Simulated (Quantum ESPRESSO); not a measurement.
# Magnetic state of MnS (Browneite) from several starts, part 2 of 2

Wanted: the moments of MnS (Browneite) and the energy of each order that was tried.

Quantum ESPRESSO 7.5; PBEsol with U = 4 eV on Mn d (ortho-atomic projectors); plane waves with GBRV 1.5 PBEsol potentials, no spin-orbit coupling.

So far: The structure; Run 1, typed as ferro +.

## (3) Run 2, typed as antiferro q=(0,1/2,1/2) +−

This order needs a doubled cell of 4 atoms. The wavevector q is in fractions of the reciprocal vectors of the crystal's primitive cell, as the cells of these inputs are built from it; moments change sign between cells as cos(2π q·R).

Contents of pw.in:

```
&CONTROL
  calculation = 'scf'
  prefix = 'pwscf'
  outdir = './tmp'
  pseudo_dir = './pseudo'
  disk_io = 'nowf'
/
&SYSTEM
  ibrav = 0
  nat = 4
  ntyp = 3
  ecutwfc = 40
  ecutrho = 280
  nbnd = 30
  occupations = 'smearing'
  smearing = 'fd'
  degauss = 0.00367493
  nspin = 2
  starting_magnetization(1) = 0.3
  starting_magnetization(2) = -0.3
  starting_magnetization(3) = 0
/
&ELECTRONS
  conv_thr = 8d-09
  electron_maxstep = 150
  mixing_beta = 0.3
/
ATOMIC_SPECIES
Mn1    54.9380 mn_pbesol_v1.5.uspp.F.UPF
Mn2    54.9380 mn_pbesol_v1.5.uspp.F.UPF
S      32.0600 s_pbesol_v1.4.uspp.F.UPF
CELL_PARAMETERS angstrom
   0.0000000000    2.8000000000    2.8000000000
   5.6000000000    0.0000000000    5.6000000000
   5.6000000000    2.8000000000    2.8000000000
ATOMIC_POSITIONS crystal
Mn1     0.0000000000    0.0000000000    0.0000000000
Mn2     0.0000000000    0.5000000000    0.0000000000
S       0.2500000000    0.0000000000    0.2500000000
S       0.2500000000    0.5000000000    0.2500000000
K_POINTS automatic
6 3 6 0 0 0
HUBBARD {ortho-atomic}
U Mn1-3d 4.0000
U Mn2-3d 4.0000
```

Run with:

```console
> OMP_NUM_THREADS=1 mpirun -n 4 pw.x -nk 4 -in pw.in > pw.out
```

Log:

```text
[banner, memory and clock lines left out]
Program PWSCF v.7.5 starts

     Message from routine setup:
     using ibrav=0 with symmetry is DISCOURAGED, use correct ibrav instead

     bravais-lattice index     =            0
     lattice parameter (alat)  =       7.4829  a.u.
     unit-cell volume          =     592.5578 (a.u.)^3
     number of atoms/cell      =            4
     number of atomic types    =            3
     number of electrons       =        42.00
     number of Kohn-Sham states=           30
     kinetic-energy cutoff     =      40.0000  Ry
     charge density cutoff     =     280.0000  Ry
     scf convergence threshold =      8.0E-09
     mixing beta               =       0.3000
     number of iterations used =            8  plain     mixing
     Exchange-correlation= SLA  PW   PSX  PSC
                           (   1   4  10   8   0   0   0)
     Hubbard projectors: ortho-atomic
     Hubbard parameters of DFT+U (Dudarev formulation) in eV:
     U(Mn1-3d) =  4.0000
     U(Mn2-3d) =  4.0000

     Internal variables: lda_plus_u =T, lda_plus_u_kind = 0

     Internal variables: orbital_resolved =F, hub_pot_fix =F, apply_U = F

     celldm(1)=   7.482934  celldm(2)=   0.000000  celldm(3)=   0.000000
     celldm(4)=   0.000000  celldm(5)=   0.000000  celldm(6)=   0.000000

     crystal axes: (cart. coord. in units of alat)
               a(1) = (   0.000000   0.707107   0.707107 )
               a(2) = (   1.414214   0.000000   1.414214 )
               a(3) = (   1.414214   0.707107   0.707107 )

     reciprocal axes: (cart. coord. in units 2 pi/alat)
               b(1) = ( -0.707107  0.707107  0.707107 )
               b(2) = (  0.000000 -0.707107  0.707107 )
               b(3) = (  0.707107  0.707107 -0.707107 )

     PseudoPot. # 1 for Mn read from file:
     mn_pbesol_v1.5.uspp.F.UPF
     Pseudo is Ultrasoft + core correction, Zval = 15.0

     PseudoPot. # 2 for Mn read from file:
     mn_pbesol_v1.5.uspp.F.UPF
     Pseudo is Ultrasoft + core correction, Zval = 15.0

     PseudoPot. # 3 for S  read from file:
     s_pbesol_v1.4.uspp.F.UPF
     Pseudo is Ultrasoft + core correction, Zval =  6.0

     atomic species   valence    mass     pseudopotential
     Mn1              15.00    54.93800     Mn( 1.00)
     Mn2              15.00    54.93800     Mn( 1.00)
     S                 6.00    32.06000     S ( 1.00)

     Starting magnetic structure
     atomic species   magnetization
     Mn1             0.300
     Mn2            -0.300
     S               0.000

      8 Sym. Ops. (no inversion) found

   Cartesian axes

     site n.     atom                  positions (alat units)
         1        Mn1    tau(   1) = (   0.0000000   0.0000000   0.0000000  )
         2        Mn2    tau(   2) = (   0.7071068   0.0000000   0.7071068  )
         3        S      tau(   3) = (   0.3535534   0.3535534   0.3535534  )
         4        S      tau(   4) = (   1.0606602   0.3535534   1.0606602  )

     number of k points=    20  Fermi-Dirac smearing, width (Ry)=  0.0037
                       cart. coord. in units 2pi/alat
        k(    1) = (   0.0000000   0.0000000   0.0000000), wk =   0.0092593
        k(    2) = (   0.1178511   0.1178511  -0.1178511), wk =   0.0740741
        k(    3) = (   0.2357023   0.2357023  -0.2357023), wk =   0.0740741
        k(    4) = (  -0.3535534  -0.3535534   0.3535534), wk =   0.0185185
        k(    5) = (   0.0000000  -0.2357023   0.2357023), wk =   0.0370370
        [... 15 further k-points ...]

     Dense  grid:    46901 G-vectors     FFT dimensions: (  40,  80,  72)

     Smooth grid:    20215 G-vectors     FFT dimensions: (  32,  64,  54)

     Check: negative core charge=   -0.000033
     Generating pointlists ...
     new r_m :   0.2526 (alat units)  1.8902 (a.u.) for type    1
     new r_m :   0.2526 (alat units)  1.8902 (a.u.) for type    2
     new r_m :   0.2526 (alat units)  1.8902 (a.u.) for type    3

     Initial potential from superposition of free atoms

     starting charge      40.9998, renormalised to      42.0000

     STARTING HUBBARD OCCUPATIONS:

     =================== HUBBARD OCCUPATIONS ===================
     ------------------------ ATOM    1 ------------------------
     Tr[ns(  1)] (up, down, total) =   5.00000  0.00000  5.00000
     Atomic magnetic moment for atom   1 =   5.00000
     [... lines left out ...]
     ------------------------ ATOM    2 ------------------------
     Tr[ns(  2)] (up, down, total) =   0.00000  5.00000  5.00000
     Atomic magnetic moment for atom   2 =  -5.00000
     [... lines left out ...]
     Number of occupied Hubbard levels =   10.0000

     Atomic wfc used for Hubbard projectors are orthogonalized

     Starting wfcs are   34 randomized atomic wfcs

     Self-consistent Calculation

     iteration #  1     ecut=    40.00 Ry     beta= 0.30
     Davidson diagonalization with overlap
     ethr =  1.00E-02,  avg # of iterations =  4.5

     =================== HUBBARD OCCUPATIONS ===================
     ------------------------ ATOM    1 ------------------------
     Tr[ns(  1)] (up, down, total) =   4.80076  0.17425  4.97501
     Atomic magnetic moment for atom   1 =   4.62650
     [... lines left out ...]
     ------------------------ ATOM    2 ------------------------
     Tr[ns(  2)] (up, down, total) =   0.17422  4.80057  4.97479
     Atomic magnetic moment for atom   2 =  -4.62635
     [... lines left out ...]
     Number of occupied Hubbard levels =    9.9498

     total energy              =    -469.98281420 Ry
     estimated scf accuracy    <       1.05411651 Ry

     total magnetization       =    -0.00 Bohr mag/cell
     absolute magnetization    =     9.49 Bohr mag/cell

     iteration #  2     ecut=    40.00 Ry     beta= 0.30
     Davidson diagonalization with overlap
     ethr =  2.51E-03,  avg # of iterations =  2.0

     total energy              =    -470.17095438 Ry
     estimated scf accuracy    <       0.04943001 Ry

     total magnetization       =    -0.00 Bohr mag/cell
     absolute magnetization    =     9.61 Bohr mag/cell

     [... further iterations left out ...]

     iteration # 12     ecut=    40.00 Ry     beta= 0.30
     Davidson diagonalization with overlap
     ethr =  1.98E-10,  avg # of iterations =  4.6

     negative rho (up, down):  3.765E-04 3.765E-04

     total energy              =    -470.19375199 Ry
     estimated scf accuracy    <       0.00000004 Ry

     total magnetization       =    -0.00 Bohr mag/cell
     absolute magnetization    =     9.65 Bohr mag/cell

     iteration # 13     ecut=    40.00 Ry     beta= 0.30
     Davidson diagonalization with overlap
     ethr =  9.98E-11,  avg # of iterations =  2.0

     negative rho (up, down):  3.764E-04 3.764E-04

     Magnetic moment per site  (integrated on atomic sphere of radius R)
     atom   1 (R=0.253)  charge= 12.9089  magn=  4.2839
     atom   2 (R=0.253)  charge= 12.9089  magn= -4.2839
     atom   3 (R=0.253)  charge=  4.2218  magn= -0.0000
     atom   4 (R=0.253)  charge=  4.2218  magn=  0.0000

     End of self-consistent calculation

     =================== HUBBARD OCCUPATIONS ===================
     ------------------------ ATOM    1 ------------------------
     Tr[ns(  1)] (up, down, total) =   4.94498  0.31041  5.25538
     Atomic magnetic moment for atom   1 =   4.63457
     [... lines left out ...]
     ------------------------ ATOM    2 ------------------------
     Tr[ns(  2)] (up, down, total) =   0.31041  4.94498  5.25538
     Atomic magnetic moment for atom   2 =  -4.63457
     [... lines left out ...]
     Number of occupied Hubbard levels =   10.5108

     [... lines left out ...]
     the Fermi energy is     7.3585 ev

!    total energy              =    -470.19375200 Ry
     estimated scf accuracy    <          3.8E-09 Ry
     smearing contrib. (-TS)   =      -0.00000000 Ry
     internal energy E=F+TS    =    -470.19375200 Ry

     The total energy is F=E-TS. E is the sum of the following terms:
     one-electron contribution =    -315.58966739 Ry
     hartree contribution      =     168.36788617 Ry
     xc contribution           =     -69.63481200 Ry
     ewald contribution        =    -253.43760863 Ry
     Hubbard energy            =       0.10044984 Ry

     total magnetization       =    -0.00 Bohr mag/cell
     absolute magnetization    =     9.65 Bohr mag/cell

     convergence has been achieved in  13 iterations
```

Elapsed: 27 s, on 4 MPI ranks of Intel Xeon Platinum 8488C (Sapphire Rapids), shared host; peak memory 0.65 GiB.

Spin moment in the atom's sphere by atom:

```csv
atom,spin moment in the atom's sphere (μB)
Mn1,4.28
Mn2,-4.28
S3,0.00
S4,0.00
```

Read from the output:

```
smearing term TS       : 5.61e-13 eV
magnetization          : 0 μB
absolute magnetization : 9.652 μB
final state            : antiferromagnetic
```

Spin density in the ac plane of the conventional cell at fractional y = 0.000, with atoms of Mn within 0.2 Å of it.

Ten even steps from '0' (-6.5 e/Å³) to '9' (6.4 e/Å³), each cell a mean:
```
8655555555555558
5555555555555555
5555555555555555
5555555555555555
5555554444555555
5555544444455555
5555544213445555
5555544002445555
5555544324445555
5555554444455555
5555555445555555
5555555555555555
5555555555555555
7555555555555556
9755555555555569
```
Columns run along a (5.6 Å), rows up along c (5.6 Å), edges of the conventional cell, whose origin can differ from the input's. Atoms in or near the plane, at fractional coordinates: Mn at (0.00, 0.00), Mn at (0.50, 0.50).

Valence density in the ac plane of the conventional cell at fractional y = 0.000, with atoms of Mn within 0.2 Å of it. It is the smooth field of the valence electrons, not physical close to the nuclei.

Ten steps, logarithmic in the rise over the least value, from '_' (0 e/Å³) to '@' (16 e/Å³), each cell a mean:
```
@@%%--..________________..::**@@
**==::..________________....--**
::........____________........::
____..........______..........__
______........::::........______
________....--++**==::..________
________..::**@@@@%%--..________
________..::**@@@@%%==..________
________..::==%%%%**--..________
________....::--==--......______
______......................____
............__________..........
--::......______________....::--
%%**--..________________..::==##
@@%%==..________________..::**@@
```
Columns run along a (5.6 Å), rows up along c (5.6 Å), edges of the conventional cell, whose origin can differ from the input's. Atoms in or near the plane, at fractional coordinates: Mn at (0.00, 0.00), Mn at (0.50, 0.50).

## (4) Run 3, typed as antiferro q=(0,0,1/2) +−

This order needs a doubled cell of 4 atoms.

Changes to pw.in since step 3:

```diff
@@ -33,11 +33,11 @@
    0.0000000000    2.8000000000    2.8000000000
-   5.6000000000    0.0000000000    5.6000000000
-   5.6000000000    2.8000000000    2.8000000000
+   2.8000000000    0.0000000000    2.8000000000
+   5.6000000000    5.6000000000    0.0000000000
 ATOMIC_POSITIONS crystal
 Mn1     0.0000000000    0.0000000000    0.0000000000
-Mn2     0.0000000000    0.5000000000    0.0000000000
-S       0.2500000000    0.0000000000    0.2500000000
-S       0.2500000000    0.5000000000    0.2500000000
+Mn2     0.0000000000    0.0000000000    0.5000000000
+S       0.2500000000    0.2500000000    0.1250000000
+S       0.2500000000    0.2500000000    0.6250000000
 K_POINTS automatic
-6 3 6 0 0 0
+6 6 3 0 0 0
 HUBBARD {ortho-atomic}
```

Log:

```text
     [... lines left out ...]
Program PWSCF v.7.5 starts
     [... lines left out ...]
     number of atoms/cell      =            4
     [... lines left out ...]
     number of electrons       =        42.00
     number of Kohn-Sham states=           30
     kinetic-energy cutoff     =      40.0000  Ry
     charge density cutoff     =     280.0000  Ry
     scf convergence threshold =      8.0E-09
     [... lines left out ...]
      6 Sym. Ops. (no inversion) found
     [... lines left out ...]
     number of k points=    16  Fermi-Dirac smearing, width (Ry)=  0.0037
     [... lines left out ...]
     iteration # 13     ecut=    40.00 Ry     beta= 0.30
     [... lines left out ...]
     Magnetic moment per site  (integrated on atomic sphere of radius R)
     atom   1 (R=0.253)  charge= 12.9080  magn=  4.3006
     atom   2 (R=0.253)  charge= 12.9080  magn= -4.3006
     atom   3 (R=0.253)  charge=  4.2241  magn=  0.0208
     atom   4 (R=0.253)  charge=  4.2241  magn= -0.0208
     [... lines left out ...]
     Tr[ns(  1)] (up, down, total) =   4.94738  0.29967  5.24705
     [... lines left out ...]
     Tr[ns(  2)] (up, down, total) =   0.29968  4.94738  5.24706
     [... lines left out ...]
     the Fermi energy is     7.6333 ev
!    total energy              =    -470.19036847 Ry
     estimated scf accuracy    <          1.7E-09 Ry
     smearing contrib. (-TS)   =      -0.00000000 Ry
     [... lines left out ...]
     total magnetization       =     0.00 Bohr mag/cell
     absolute magnetization    =     9.72 Bohr mag/cell
     convergence has been achieved in  13 iterations
```

Run time: 17 s. Hardware: 4 MPI ranks; peak memory 0.54 GiB.

Spin moment in the atom's sphere by atom:

```csv
atom,spin moment in the atom's sphere (μB)
Mn1,4.30
Mn2,-4.30
S3,0.02
S4,-0.02
```

Numbers from this step:

| Item | Value |
| --- | --- |
| smearing term TS | 1.01e-10 eV |
| magnetization | 0 μB |
| absolute magnetization | 9.716 μB |
| final state | antiferromagnetic |

## (5) Ranking

An order is kept where moments of 0.15 μB or more survive with the typed signs; meshes match where a doubled cell samples the same k points as the first cell.

Orders:

| start | final state | typed order kept | energy over the lowest (meV a seeded atom) | largest site moment (μB) | net moment (μB a cell of the first run) | mesh matched | CPU time (s) |
| --- | --- | --- | --- | --- | --- | --- | --- |
| ferro + | ferromagnetic | yes | 100.3 | 4.356 | 5 | yes | 20.9 |
| antiferro q=(0,1/2,1/2) +- | antiferromagnetic | yes | 0 | 4.284 | 0 | yes | 106.8 |
| antiferro q=(0,0,1/2) +- | antiferromagnetic | yes | 23.02 | 4.301 | 0 | yes | 65.87 |

## (6) Couplings from the energies

E = −Σ J e·e over ordered pairs of unit vectors, so each pair counts twice. As many shells are taken as there are differences of energy, so the couplings are solved for and no residual tests the model; further shells are folded in, and shells whose pairs keep their relative signs in all orders cancel and are not probed. Couplings from the energies:

```
 pair  distance (Å)  neighbours an atom  J (meV)
Mn-Mn          3.96                  12   -6.269
Mn-Mn           5.6                   6  -0.1716
```

## (7) Occupations of the corrected shells in the lowest state

Occupations of the Hubbard shells:

```csv
block,type,shell,spin,electrons,occupation numbers
1,Mn1,3d,up,4.945,0.984 0.986 0.986 0.995 0.995
1,Mn1,3d,down,0.3104,0.027 0.030 0.082 0.082 0.089
2,Mn2,3d,up,0.3104,0.027 0.030 0.082 0.082 0.089
2,Mn2,3d,down,4.945,0.984 0.986 0.986 0.995 0.995
```

## (8) What came out

* lowest state found: antiferromagnetic (from antiferro q=(0,1/2,1/2) +-)
* largest site moment: 4.28 μB
* next state with moments: antiferromagnetic, 23.0 meV a seeded atom higher
* J of the weightiest shell (Mn-Mn, 3.96 Å; E = −Σ J e·e, ordered pairs): -6.27 meV

What this shows: The largest moment changes by 1.6 % between the kept orders, as for well localised moments. This is the lowest of 3 collinear or spinless starts, no proof of the ground state.

[Logs and program files are shortened in this print: banners, set-up blocks, solver, clock and traceback lines can be left out without a mark of their own.]

[Logs are printed without paths, hosts, clocks, repeated set-up lines and the standing remarks that a program may print on its own settings, such as how far it seeks lower states.]

[Hosts, paths, dates, database ids (printed as entryN), source tags and the programs' standing remarks are cut or masked in the printed files.]

[Where a cell is said to come from a database of computed structures, the database is the Materials Project.]
